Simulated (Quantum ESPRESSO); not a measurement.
**H (Cmcm): zone-centre phonons**

Aim: the zone-centre modes of H (Cmcm).

Calculated with Quantum ESPRESSO 7.5; DFT LDA, scalar-relativistic, plane waves, PseudoDojo norm-conserving pseudopotentials.

## (1) Set-up

The structure is orthorhombic, space group Cmcm (No. 63). Conventional cell: a = 3.297 Å, b = 5.463 Å, c = 6.314 Å, α = 90.00°, β = 90.00°, γ = 90.00°. Nearest to H lie 1 H at 0.74 Å.

## (2) A first look

Before anything dear is run, a loose run with smearing shows whether this is a metal and how far the cell is from rest.

The input, probe.in:

```
&control
   calculation = 'scf'
   prefix = 'x'
   outdir = './tmp'
   pseudo_dir = './pseudo'
   tprnfor = .true.
   tstress = .true.
   verbosity = 'high'
/
&system
   ibrav = 0
   nat = 4
   ntyp = 1
   ecutwfc = 62.0
   occupations = 'smearing'
   smearing = 'gaussian'
   degauss = 0.01
/
&electrons
   conv_thr = 1.0d-07
   mixing_beta = 0.7
   electron_maxstep = 100
/
ATOMIC_SPECIES
 H       1.0080  H.upf
CELL_PARAMETERS angstrom
     1.648531860   -2.731688230    0.000000000
     1.648531860    2.731688230    0.000000000
     0.000000000    0.000000000    6.313768620
ATOMIC_POSITIONS crystal
 H      0.567808500   0.432191500   0.999514950
 H      0.432191500   0.567808500   0.000485050
 H      0.432191500   0.567808500   0.499514950
 H      0.567808500   0.432191500   0.500485050
K_POINTS automatic
 6 6 4 0 0 0
```

Launch:

```
$ OMP_NUM_THREADS=1 mpirun -n 4 pw.x -nk 4 -in probe.in > probe.out
```

The log of the run:

```text
[banners, grids, parts of the stress and lines that vanish by symmetry left out]
Program PWSCF v.7.5
     Message from routine setup:
     using ibrav=0 with symmetry is DISCOURAGED, use correct ibrav instead
[...]
kinetic-energy cutoff     =      62.0000  Ry
     charge density cutoff     =     248.0000  Ry
     scf convergence threshold =      1.0E-07
[...]
Exchange-correlation= SLA  PW   NOGX NOGC
                           (   1   4   0   0   0   0   0)
[...]
8 Sym. Ops., with inversion, found ( 4 have fractional translation)
[...]
(     0          1          0      )
                  (     0          0          1      )
[...]
( -0.0000000  1.0000000  0.0000000 )
                  (  0.0000000  0.0000000  1.0000000 )
[...]
(     0         -1          0      )       ( -0.0000000 )
[...]
(     0          0          1      )
[...]
(  0.0000000  1.0000000  0.0000000 )
                  (  0.0000000  0.0000000  1.0000000 )
[...]
number of k points=    39  Gaussian smearing, width (Ry)=  0.0100
[...]
End of self-consistent calculation
[...]
the Fermi energy is    -6.3182 ev
!    total energy              =      -4.55706627 Ry
[...]
convergence has been achieved in   5 iterations
[...]
atom    1 type  1   force =     0.00000000   -0.03618694   -0.00030692
     atom    2 type  1   force =     0.00000000    0.03618694    0.00030692
     atom    3 type  1   force =    -0.00000000    0.03618694   -0.00030692
     atom    4 type  1   force =    -0.00000000   -0.03618694    0.00030692
[...]
Total force =     0.072376     Total SCF correction =     0.000000
[...]
total   stress  (Ry/bohr**3)                   (kbar)     P=        7.19
[...]
XML data file, charge density, pseudopotentials, collected wavefunctions

   JOB DONE.
```

Wall time 2.3 s (4 MPI ranks of Arm Neoverse V1, shared host).

This step gave:

```
volume per atom   : 14.22 Å³
pressure          : 0.7193 GPa
gap on the k-mesh : 7.817 eV
```

A gap of 7.8 eV opens on this mesh, so the crystal is taken as an insulator; the start stands at 0.72 GPa.

## (3) Relaxing the cell and atoms

Frequencies change by per cents with a per cent of volume, so the structure is first brought to rest at this level of theory.

The input, relax.in:

```
&control
   calculation = 'vc-relax'
   prefix = 'x'
   outdir = './tmp'
   pseudo_dir = './pseudo'
   tprnfor = .true.
   tstress = .true.
   forc_conv_thr = 2.0d-05
   etot_conv_thr = 1.0d-07
   nstep = 40
/
&system
   ibrav = 0
   nat = 4
   ntyp = 1
   ecutwfc = 62.0
   occupations = 'fixed'
   nbnd = 4
/
&electrons
   conv_thr = 1.0d-11
   mixing_beta = 0.7
   electron_maxstep = 100
/
&ions
/
&cell
   press_conv_thr = 0.1
/
ATOMIC_SPECIES
 H       1.0080  H.upf
CELL_PARAMETERS angstrom
     1.648531860   -2.731688230    0.000000000
     1.648531860    2.731688230    0.000000000
     0.000000000    0.000000000    6.313768620
ATOMIC_POSITIONS crystal
 H      0.567808500   0.432191500   0.999514950
 H      0.432191500   0.567808500   0.000485050
 H      0.432191500   0.567808500   0.499514950
 H      0.567808500   0.432191500   0.500485050
K_POINTS automatic
 8 8 4 0 0 0
```

Launch:

```
$ OMP_NUM_THREADS=1 mpirun -n 4 pw.x -nk 4 -in relax.in > relax.out
```

The log of the run:

```text
[banners, grids, parts of the stress and lines that vanish by symmetry left out]
[banner, memory and clock lines left out]
Program PWSCF v.7.5

[...]
kinetic-energy cutoff     =      62.0000  Ry
     charge density cutoff     =     248.0000  Ry
     scf convergence threshold =      1.0E-11
[...]
energy convergence thresh.=      1.0E-07
     force convergence thresh. =      2.0E-05
     press convergence thresh. =      1.0E-01
     Exchange-correlation= SLA  PW   NOGX NOGC
                           (   1   4   0   0   0   0   0)
[...]
8 Sym. Ops., with inversion, found ( 4 have fractional translation)
[...]
number of k points=    63
[...]
End of self-consistent calculation
[...]
highest occupied, lowest unoccupied level (ev):    -8.2935   -0.4847
!    total energy              =      -4.55706740 Ry
[...]
convergence has been achieved in   7 iterations
[...]
atom    1 type  1   force =     0.00000000   -0.03619495   -0.00030706
     atom    2 type  1   force =     0.00000000    0.03619495    0.00030706
     atom    3 type  1   force =    -0.00000000    0.03619495   -0.00030706
     atom    4 type  1   force =    -0.00000000   -0.03619495    0.00030706
     Total force =     0.072392     Total SCF correction =     0.000000
[...]
total   stress  (Ry/bohr**3)                   (kbar)     P=        7.19
[...]
number of bfgs steps    =   0
[...]
CELL_PARAMETERS (angstrom)
[...]
ATOMIC_POSITIONS (crystal)
H                0.5713143065        0.4286856935        0.9994892139
H                0.4286856935        0.5713143065        0.0005107861
H                0.4286856935        0.5713143065        0.4994892139
H                0.5713143065        0.4286856935        0.5005107861
[...]
New effective cutoffs (rho, wfc):  248.12   62.10
[...]
End of self-consistent calculation
[...]
highest occupied, lowest unoccupied level (ev):    -8.0313   -0.7466
!    total energy              =      -4.55826487 Ry
[...]
convergence has been achieved in   6 iterations
[...]
atom    1 type  1   force =    -0.00000000    0.01785767    0.00013876
     atom    2 type  1   force =    -0.00000000   -0.01785767   -0.00013876
     atom    3 type  1   force =     0.00000000   -0.01785767    0.00013876
     atom    4 type  1   force =     0.00000000    0.01785767   -0.00013876
     Total force =     0.035716     Total SCF correction =     0.000000
[...]
highest occupied, lowest unoccupied level (ev):    -6.5608   -0.3292
!    total energy              =      -4.56298249 Ry
[...]
convergence has been achieved in   4 iterations
[...]
Total force =     0.000068     Total SCF correction =     0.000000
[...]
total   stress  (Ry/bohr**3)                   (kbar)     P=       -0.00
[...]
number of bfgs steps    =  36
[...]
highest occupied, lowest unoccupied level (ev):    -6.5596   -0.3304
!    total energy              =      -4.56298257 Ry
[...]
convergence has been achieved in   4 iterations
[...]
atom    1 type  1   force =    -0.00000000    0.00002990   -0.00002805
     atom    2 type  1   force =     0.00000000   -0.00002990    0.00002805
     atom    3 type  1   force =     0.00000000   -0.00002990   -0.00002805
     atom    4 type  1   force =    -0.00000000    0.00002990    0.00002805
     Total force =     0.000082     Total SCF correction =     0.000000
[...]
total   stress  (Ry/bohr**3)                   (kbar)     P=        0.00
[...]
number of bfgs steps    =  37
[...]
End of self-consistent calculation
[...]
highest occupied, lowest unoccupied level (ev):    -6.5580   -0.3317
!    total energy              =      -4.56298270 Ry
[...]
convergence has been achieved in   4 iterations
[...]
atom    1 type  1   force =    -0.00000000    0.00004428   -0.00003143
     atom    2 type  1   force =     0.00000000   -0.00004428    0.00003143
[...]
Total force =     0.000109     Total SCF correction =     0.000000
[...]
total   stress  (Ry/bohr**3)                   (kbar)     P=        0.00
[...]
number of bfgs steps    =  38
[...]
CELL_PARAMETERS (angstrom)
[...]
ATOMIC_POSITIONS (crystal)
[...]
New effective cutoffs (rho, wfc):  340.31   85.44
[...]
End of self-consistent calculation
[...]
highest occupied, lowest unoccupied level (ev):    -6.5558   -0.3333
!    total energy              =      -4.56298289 Ry
[...]
convergence has been achieved in   5 iterations
[...]
atom    3 type  1   force =     0.00000000   -0.00006923   -0.00003628
     atom    4 type  1   force =    -0.00000000    0.00006923    0.00003628
     Total force =     0.000156     Total SCF correction =     0.000000
[...]
total   stress  (Ry/bohr**3)                   (kbar)     P=        0.00
[...]
number of bfgs steps    =  39
[...]
End of BFGS Geometry Optimization
[...]
CELL_PARAMETERS (angstrom)
[...]
ATOMIC_POSITIONS (crystal)
[...]
H                0.4173786815        0.5826213185        0.4980110713
H                0.5826213185        0.4173786815        0.5019889287
[...]
New effective cutoffs (rho, wfc):  340.21   85.41

     XML data file, charge density, pseudopotentials, collected wavefunctions
```

The job ended after 54 s (4 MPI ranks).

The run stopped without converging: the relaxation ran out of steps.

## (4) Results

```
last step : not converged: the relaxation ran out of steps
```

In words: The chain ended before any phonons were found, so nothing is said of the vibrations.

[Host names and launcher messages were left out of these logs when they were recorded.]

[Logs are printed without paths, hosts, clocks, repeated set-up lines and the standing remarks that a program may print on its own settings, such as how far it seeks lower states.]

[Hosts, paths, dates, database ids (printed as entryN), source tags and the programs' standing remarks are cut or masked in the printed files.]
